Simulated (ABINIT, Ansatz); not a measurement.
An input for ABINIT 10.8.3 (MgH2 (P4_2/mnm)):

```
acell 3*1.0 Angstrom
rprim 
  4.516800000000 0.000000000000 0.000000000000
  0.000000000000 4.516800000000 0.000000000000
  0.000000000000 0.000000000000 3.020500000000
ntypat 2
znucl 12 1
natom 6
typat 1 1 2 2 2 2
xred 
  0.000000000000 0.000000000000 0.000000000000
  0.500000000000 0.500000000000 0.500000000000
  0.306000000000 0.306000000000 0.000000000000
  0.194000000000 0.806000000000 0.500000000000
  0.694000000000 0.694000000000 0.000000000000
  0.806000000000 0.194000000000 0.500000000000
pp_dirpath "pseudos"
pseudos "Mg.upf, H.upf"
ecut 38
ngkpt 4 4 4
nshiftk 1
shiftk 0 0 0
kptopt 1
chksymbreak 0
irdden 1
istwfk *1
nband 415
prtvol 0
optdriver 6
gwr_task "HDIAGO"
paral_kgb 0
occopt 1
indata_prefix "in"
outdata_prefix "out"
tmpdata_prefix "tmp"
```

```sh
OMP_NUM_THREADS=1 mpirun -n 8 abinit run.abi > log
```

Estimate wall time and host memory on 8 MPI ranks of Arm Neoverse V1, shared host.

It took 3.3 min; on shared hardware allow 99 s to 6.6 min. Peak host memory was 9.8 GiB.

[Paths, hosts, dates, memory and timing lines, banners, echoed tables and standing remarks are left out of the program output.]

[Logs are printed without paths, hosts, clocks, repeated set-up lines and the standing remarks that a program may print on its own settings, such as how far it seeks lower states.]

[Runs of the session that timed out or met a known fault of the program may be left out.]

[Hosts, paths, dates, database ids (printed as entryN), source tags and the programs' standing remarks are cut or masked in the printed files.]

[G0W0 gaps are taken among the corrected bands and points alone; a level outside them can change the order at an edge.]

[Where Ansatz stands beside ABINIT at settings called matched, ABINIT's density can come from a denser mesh and the files from another edition; pairs whose starting gaps differed by over 0.03 eV were left out, so agreement reads better than it is.]
